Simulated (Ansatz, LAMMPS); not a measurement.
# B in place of C at several sites of amorphous Si0.85C0.15 (148 atoms), part 3 of 3

Aim: make B in place of C at several sites of amorphous Si0.85C0.15 (148 atoms), relax each, and compare their energies.

Ansatz 0.2.0; Kohn-Sham DFT, PBE, PAW (set soft_1), plane waves.

The cell: 126 Si and 22 C. The quench rate of 50 K/ps is orders of magnitude faster than experiment. The network of bonds at the start is that of the classical potential that made the cell. The Brillouin zone is sampled at Γ only, in a cell whose shortest periodic width is 14 Å.

So far. Step 3 (Relaxation): The relaxation converged after 32 steps, 8.26 eV below its start, with a largest force component of 0.039 eV/Å. Step 5 (B on a site of C, site C140): The relaxation converged after 10 steps, 1.03 eV below its start, with a largest force component of 0.044 eV/Å.

### Step 6. B on a site of C, site C145

The site has 4 bonded neighbours (Si4) at 1.93 Å on average. 

Contents of input.yaml:

```yaml
crystal:
  lattice:
    - [13.5152, 0.0, 0.0]
    - [0.0, 13.5152, 0.0]
    - [0.0, 0.0, 13.5152]
  atoms:
    [... atom lines 1 to 141 left out ...]
    - { symbol: C, position: [0.48068, 0.63031, 0.86482] }
    - { symbol: C, position: [0.47068, 0.96897, 0.63945] }
    - { symbol: C, position: [0.17986, 0.85625, 0.12081] }
    - { symbol: B, position: [0.85451, 0.37528, 0.65633] }
    - { symbol: C, position: [0.61453, 0.68579, 0.69486] }
    - { symbol: C, position: [0.76291, 0.16433, 0.25165] }
    - { symbol: C, position: [0.98358, 0.27751, 0.14804] }
kpoints:
  mp_grid: { grid: [1, 1, 1] }
hamiltonian:
  xc: pbe
  pseudopotentials: { kind: paw, azcp: { folder: soft_1 } }
scf:
  occupations: { method: gaussian, width: 0.025 }
output:
  forces: true
  eigenvalues: true
relax:
  f_tol: 0.05
  max_steps: 90
```

Launch:

```sh
$ ansatz run input.yaml --threads 4 --pin off --max-ram 15872MiB --backend cpu --events-out ev --progress --plain --runs-dir out
```

Numbers of over 12 decimals in the logs are rounded to 6 here.

What it wrote:

```text
[...]
Crystal: 148 atoms, lattice volume = 2468.695 Å³
Basis set: ecut = 420 eV, 48489 PW (Γ), exchange–correlation on 192×192×192 points (8 copies of the dense FFT grid, shifted against one another)
Bands: 444, of which v1, the nominal top of the filled ones, is band 296 counted from 1 (295 counted from 0)
Symmetry: 1 space group operations
[...]
k-points: 1
[...]
SCF iter   1: F=—  HF=-85529.959280 eV  |F-HF|=—  |Δ(HF+E_count)|=         —  Δρ=5.95e-2  dr2=3.20e2  ethr=3.10e-3  ⟨swp⟩=7.0  Hψ=2313  notcnv=0  defer=49
[...]
SCF iter   8: F=—  HF=-85486.442717 eV  |F-HF|=—  |Δ(HF+E_count)|=   3.72e-4  Δρ=4.03e-5  dr2=1.15e-4  ethr=1.64e-7  ⟨swp⟩=2.0  Hψ=596  notcnv=0  defer=143
SCF iter   9: F=-85486.442760 eV  HF=-85486.442762 eV  |F-HF|=1.94e-6  |Δ(HF+E_count)|=   4.49e-5  Δρ=1.12e-5  dr2=9.86e-6  ethr=1.06e-8  ⟨swp⟩=15.0  Hψ=3427  notcnv=0
SCF 1 converged in 9 iterations: F = -85486.442760 eV  dr2 = 9.86e-6
[...]
relax step   1: F+E_penalty+E_count = -85486.44275974 eV  Δ(F+E_penalty+E_count) = +0.000e0 eV  max|allowed force component| = 8.633e-1 eV/Å  Δτ_max = 0.0000 Å  (9 SCF iters, dr2 threshold 6.25e-5 eV, accepted)
[...]
relax step   2: F+E_penalty+E_count = -85486.60195680 eV  Δ(F+E_penalty+E_count) = -1.592e-1 eV  max|allowed force component| = 4.403e-1 eV/Å  Δτ_max = 0.0449 Å  (6 SCF iters, dr2 threshold 4.66e-5 eV, accepted)
[...]
relax step   3: F+E_penalty+E_count = -85486.66404370 eV  Δ(F+E_penalty+E_count) = -6.209e-2 eV  max|allowed force component| = 1.986e-1 eV/Å  Δτ_max = 0.0584 Å  (6 SCF iters, dr2 threshold 1.21e-5 eV, accepted)
relax step   4: F+E_penalty+E_count = -85486.67609180 eV  Δ(F+E_penalty+E_count) = -1.205e-2 eV  max|allowed force component| = 2.044e-1 eV/Å  Δτ_max = 0.0457 Å  (6 SCF iters, dr2 threshold 8.02e-6 eV, accepted)
relax step   5: F+E_penalty+E_count = -85486.70026577 eV  Δ(F+E_penalty+E_count) = -2.417e-2 eV  max|allowed force component| = 2.309e-1 eV/Å  Δτ_max = 0.1186 Å  (6 SCF iters, dr2 threshold 8.50e-6 eV, accepted)
relax step   6: F+E_penalty+E_count = -85486.73785438 eV  Δ(F+E_penalty+E_count) = -3.759e-2 eV  max|allowed force component| = 2.792e-1 eV/Å  Δτ_max = 0.1949 Å  (6 SCF iters, dr2 threshold 5.33e-5 eV, accepted)
relax step   7: F+E_penalty+E_count = -85486.76795386 eV  Δ(F+E_penalty+E_count) = -3.010e-2 eV  max|allowed force component| = 3.999e-1 eV/Å  Δτ_max = 0.1988 Å  (6 SCF iters, dr2 threshold 7.80e-5 eV, accepted)
relax step   8: F+E_penalty+E_count = -85486.78961293 eV  Δ(F+E_penalty+E_count) = -2.166e-2 eV  max|allowed force component| = 3.573e-1 eV/Å  Δτ_max = 0.0796 Å  (6 SCF iters, dr2 threshold 1.00e-4 eV, accepted)
relax step   9: F+E_penalty+E_count = -85486.81484085 eV  Δ(F+E_penalty+E_count) = -2.523e-2 eV  max|allowed force component| = 2.361e-1 eV/Å  Δτ_max = 0.0378 Å  (6 SCF iters, dr2 threshold 1.00e-4 eV, accepted)
relax step  10: F+E_penalty+E_count = -85486.82475108 eV  Δ(F+E_penalty+E_count) = -9.910e-3 eV  max|allowed force component| = 8.543e-2 eV/Å  Δτ_max = 0.0280 Å  (6 SCF iters, dr2 threshold 2.43e-5 eV, accepted)
relax step  11: F+E_penalty+E_count = -85486.83253219 eV  Δ(F+E_penalty+E_count) = -7.781e-3 eV  max|allowed force component| = 8.733e-2 eV/Å  Δτ_max = 0.0192 Å  (6 SCF iters, accepted)
relax step  12: F+E_penalty+E_count = -85486.83717088 eV  Δ(F+E_penalty+E_count) = -4.639e-3 eV  max|allowed force component| = 1.142e-1 eV/Å  Δτ_max = 0.0232 Å  (6 SCF iters, accepted)
relax step  13: F+E_penalty+E_count = -85486.84311443 eV  Δ(F+E_penalty+E_count) = -5.944e-3 eV  max|allowed force component| = 1.560e-1 eV/Å  Δτ_max = 0.0454 Å  (6 SCF iters, dr2 threshold 1.30e-5 eV, accepted)
relax step  14: F+E_penalty+E_count = -85486.85388376 eV  Δ(F+E_penalty+E_count) = -1.077e-2 eV  max|allowed force component| = 2.307e-1 eV/Å  Δτ_max = 0.1950 Å  (6 SCF iters, dr2 threshold 2.43e-5 eV, accepted)
relax step  15: F+E_penalty+E_count = -85486.87523192 eV  Δ(F+E_penalty+E_count) = -2.135e-2 eV  max|allowed force component| = 1.410e-1 eV/Å  Δτ_max = 0.0342 Å  (6 SCF iters, dr2 threshold 5.32e-5 eV, accepted)
relax step  16: F+E_penalty+E_count = -85486.90176888 eV  Δ(F+E_penalty+E_count) = -2.654e-2 eV  max|allowed force component| = 2.323e-1 eV/Å  Δτ_max = 0.1016 Å  (6 SCF iters, dr2 threshold 7.43e-6 eV, accepted)
relax step  17: F+E_penalty+E_count = -85486.94816317 eV  Δ(F+E_penalty+E_count) = -4.639e-2 eV  max|allowed force component| = 1.046e0 eV/Å  Δτ_max = 0.1322 Å  (6 SCF iters, dr2 threshold 2.02e-5 eV, accepted)
relax step  18: F+E_penalty+E_count = -85487.10906250 eV  Δ(F+E_penalty+E_count) = -1.609e-1 eV  max|allowed force component| = 1.459e0 eV/Å  Δτ_max = 0.1997 Å  (6 SCF iters, dr2 threshold 1.00e-4 eV, accepted)
relax step  19: F+E_penalty+E_count = -85487.17597428 eV  Δ(F+E_penalty+E_count) = -6.691e-2 eV  max|allowed force component| = 6.101e-1 eV/Å  Δτ_max = 0.2000 Å  (6 SCF iters, dr2 threshold 1.00e-4 eV, accepted)
relax step  20: F+E_penalty+E_count = -85486.84549365 eV  Δ(F+E_penalty+E_count) = +3.305e-1 eV  max|allowed force component| = 3.568e0 eV/Å  Δτ_max = 0.1864 Å  (6 SCF iters, dr2 threshold 6.51e-5 eV, rejected (line search))
relax step  21: F+E_penalty+E_count = -85487.28236649 eV  Δ(F+E_penalty+E_count) = -1.064e-1 eV  max|allowed force component| = 3.062e-1 eV/Å  Δτ_max = 0.0932 Å  (7 SCF iters, accepted)
relax step  22: F+E_penalty+E_count = -85487.26320177 eV  Δ(F+E_penalty+E_count) = +1.916e-2 eV  max|allowed force component| = 5.349e-1 eV/Å  Δτ_max = 0.0978 Å  (6 SCF iters, dr2 threshold 1.64e-5 eV, rejected (line search))
relax step  23: F+E_penalty+E_count = -85487.34404103 eV  Δ(F+E_penalty+E_count) = -6.167e-2 eV  max|allowed force component| = 1.054e-1 eV/Å  Δτ_max = 0.0489 Å  (7 SCF iters, accepted)
relax step  24: F+E_penalty+E_count = -85487.35676352 eV  Δ(F+E_penalty+E_count) = -1.272e-2 eV  max|allowed force component| = 6.398e-2 eV/Å  Δτ_max = 0.0298 Å  (6 SCF iters, accepted)
relax step  25: F+E_penalty+E_count = -85487.36108672 eV  Δ(F+E_penalty+E_count) = -4.323e-3 eV  max|allowed force component| = 5.277e-2 eV/Å  Δτ_max = 0.0251 Å  (6 SCF iters, accepted)
[...]
relax step  26: F+E_penalty+E_count = -85487.36432945 eV  Δ(F+E_penalty+E_count) = -3.243e-3 eV  max|allowed force component| = 4.218e-2 eV/Å  Δτ_max = 0.0294 Å  (6 SCF iters, accepted)
SCF converged after 6 iterations
Free energy (F): -85487.364329 eV
[...]
Internal energy: -85487.350225 eV  (E = F + TS)
E sigma→0 (E₀):  -85487.357277 eV
Entropy (-TS):   -0.014105 eV (-0.095 meV/atom)
Fermi energy:    7.551385 eV
[...]
Σ components = -85487.364329   (vs F -85487.364329, Δ=0.00e0)
--- Forces (eV/Å), atoms counted from 1 ---
  atom   1  Si    -0.01474877    -0.00555583    -0.00899227
  atom   2  Si    -0.00055257     0.00377483    -0.00001539
  atom   3  Si    -0.00689143    -0.00155176     0.00063388
  atom   4  Si    -0.00851286     0.00736659    -0.00407835
[...]
atom 148  C     -0.00774381     0.00105537     0.00253489
  max |Σ_I F_I| component: 6.24e-5 eV/Å
--- Band table (eV) ---
[...]
--- Relaxed structure (26 steps of the walk, 24 accepted, 0 SCFs on fresh bases) ---
  F+E_penalty+E_count = -85487.36432945 eV   max|allowed force component| = 4.218e-2 eV/Å
  atoms:
    - { symbol: Si, position: [0.550119, 0.158653, 0.971304] }
    - { symbol: Si, position: [0.176677, 0.988684, 0.308950] }
    - { symbol: Si, position: [0.956790, 0.849980, 0.637941] }
    - { symbol: Si, position: [0.771368, 0.575156, 0.902242] }
[...]
- { symbol: C, position: [0.983386, 0.276313, 0.146893] }
```

Run time: 15 min. Hardware: 4 threads of Arm Neoverse V1, shared host; peak memory 3.2 GiB; 60 min of CPU time.

The relaxation converged after 26 steps, 0.922 eV below its start, with a largest force component of 0.042 eV/Å.

### Step 7. B on a site of C, site C142

The site has 4 bonded neighbours (Si3C) at 1.84 Å on average. 

Input and log are left out; they have the form of those shown for this kind of step.

Elapsed: 4.2 min, on 4 threads of Arm Neoverse V1, shared host; peak memory 3.2 GiB; 17 min of CPU time.

The relaxation converged after 7 steps, 0.351 eV below its start, with a largest force component of 0.048 eV/Å.

Local excerpt of 15 atoms (numbers count through the whole input) about the B atom, after relaxation; x, y, z are measured from there.

| atom | x | y | z | distance (Å) | bonds |
| --- | --- | --- | --- | --- | --- |
| B142 | 0.00 | 0.00 | 0.00 | 0.00 | 4 |
| C130 | -1.51 | -0.30 | -0.22 | 1.56 | 3 |
| Si59 | 1.79 | -0.31 | -0.88 | 2.02 | 4 |
| Si53 | 0.84 | 0.09 | 1.87 | 2.05 | 4 |
| Si103 | -0.57 | 1.66 | -1.14 | 2.09 | 4 |
| C132 | -2.04 | -1.23 | -1.12 | 2.63 | 3 |
| Si54 | -2.78 | 0.43 | 1.06 | 3.01 | 4 |
| Si22 | -1.34 | -0.03 | 2.80 | 3.11 | 4 |
| C146 | 1.87 | 0.86 | -2.39 | 3.15 | 3 |
| Si14 | 2.24 | 1.99 | 1.09 | 3.19 | 4 |
| C134 | 0.66 | 1.66 | -2.65 | 3.20 | 4 |
| Si37 | -0.90 | -2.62 | -1.61 | 3.21 | 5 |
| Si82 | 0.51 | 3.26 | 0.16 | 3.31 | 4 |
| Si10 | 0.59 | -3.33 | 0.24 | 3.39 | 5 |
| Si69 | 1.72 | -2.50 | -1.64 | 3.45 | 5 |

The column of bonds counts only the pairs Si-Si within 2.77 Å, Si-C within 2.23 Å, Si-B within 2.38 Å, C-C within 1.85 Å, C-B within 1.95 Å; other neighbours, such as metal atoms beside each other in a compound, aren't counted, and periodic images can show an atom twice.

The largest move is 0.16 Å, by Si53.

### Step 8. B on a site of C, site C129

The site has 3 bonded neighbours (Si2C) at 1.72 Å on average. 

Input and log are left out; they have the form of those shown for this kind of step.

The job ended after 28 min (4 threads of Arm Neoverse V1, shared host; peak memory 3.2 GiB; 1.8 h of CPU time).

The relaxation converged after 46 steps, 2.06 eV below its start, with a largest force component of 0.035 eV/Å.

### Step 9. B on a site of C, site C148

The site has 4 bonded neighbours (Si4) at 1.91 Å on average. 

Input and log are left out; they have the form of those shown for this kind of step.

It took 3.2 min on 4 threads of Arm Neoverse V1, shared host; peak memory 3.2 GiB; 12 min of CPU time.

The relaxation converged after 5 steps, 0.245 eV below its start, with a largest force component of 0.044 eV/Å.

The surroundings of the B atom, after relaxation, nearest first, numbered as they follow in the input and with coordinates relative to it.

| atom | x | y | z | distance (Å) | bonds |
| --- | --- | --- | --- | --- | --- |
| B148 | 0.00 | 0.00 | 0.00 | 0.00 | 4 |
| Si20 | 1.75 | 0.56 | -0.70 | 1.97 | 4 |
| Si9 | 0.27 | -0.53 | 1.90 | 1.99 | 4 |
| Si62 | -1.47 | 1.33 | -0.19 | 1.99 | 4 |
| Si12 | -0.60 | -1.53 | -1.13 | 2.00 | 4 |
| Si11 | 1.42 | 0.22 | -2.99 | 3.31 | 4 |
| Si83 | -1.89 | -0.63 | 2.77 | 3.41 | 4 |
| Si75 | -2.29 | -2.74 | -0.02 | 3.57 | 4 |
| Si105 | 0.60 | -2.81 | 2.11 | 3.57 | 4 |
| Si38 | -3.51 | 0.20 | 0.63 | 3.57 | 5 |

The column of bonds counts only the pairs Si-Si within 2.77 Å, Si-C within 2.23 Å, Si-B within 2.38 Å, C-C within 1.85 Å; other neighbours, such as metal atoms beside each other in a compound, aren't counted, and periodic images can show an atom twice.

The largest move is 0.09 Å, by Si9.

### Step 10. B on a site of C, site C130

The site has 3 bonded neighbours (SiC2) at 1.62 Å on average. 

Input and log are left out; they have the form of those shown for this kind of step.

Wall time 4.3 min (4 threads of Arm Neoverse V1, shared host); peak memory 3.2 GiB; 17 min of CPU time.

The relaxation converged after 7 steps, 0.549 eV below its start, with a largest force component of 0.030 eV/Å.

### Step 11. The sites compared

All these cells hold the same atoms, so their energies can be compared with no chemical potential.

| site | neighbours | mean distance (Å) | atoms within 6 Å | energy over the best site (eV) | before relaxation (eV) | gain on relaxing (eV) |
| --- | --- | --- | --- | --- | --- | --- |
| C129 | Si2C | 1.72 | 56 | 0.00 | 0.62 | 2.06 |
| C140 | C3 | 1.47 | 49 | 0.40 | 0.00 | 1.03 |
| C145 | Si4 | 1.93 | 51 | 0.80 | 0.29 | 0.92 |
| C130 | SiC2 | 1.62 | 55 | 1.03 | 0.15 | 0.55 |
| C142 | Si3C | 1.84 | 56 | 1.53 | 0.45 | 0.35 |
| C148 | Si4 | 1.91 | 51 | 1.80 | 0.61 | 0.25 |

Neighbours are those of the relaxed host within 2.23 Å (Si-C), 1.85 Å (C-C); other pairs aren't counted.

### Step 12. Outcome

The cheapest site is C129 (3 neighbours, Si2C); the dearest, C148 (4 neighbours, Si4), costs 1.8 eV more. By coordination the energies over the best site are 0.00 to 1.03 eV with 3 neighbours and 0.80 to 1.80 eV with 4 neighbours. At C129 (largest move 2.4 Å) other atoms changed place, so the end state is more than the plain defect. Relaxation changes the order: the best site before relaxing was C140.

Caveats: Defects are neutral and interact with their images. In a disordered cell the relaxation can also rearrange atoms far from the site. Only 6 of the 22 C sites were tried; unless symmetry makes the others alike to these, a cheaper one may exist. The change leaves an odd electron count, and these runs have no spin polarisation. The pressure of 1.8 GPa says that the cell would expand at this level of theory.

The DFT runs together took 74 min of wall time.

[Logs are printed without paths, hosts, clocks, repeated set-up lines and the standing remarks that a program may print on its own settings, such as how far it seeks lower states.]

[Hosts, paths, dates, database ids (printed as entryN), source tags and the programs' standing remarks are cut or masked in the printed files.]
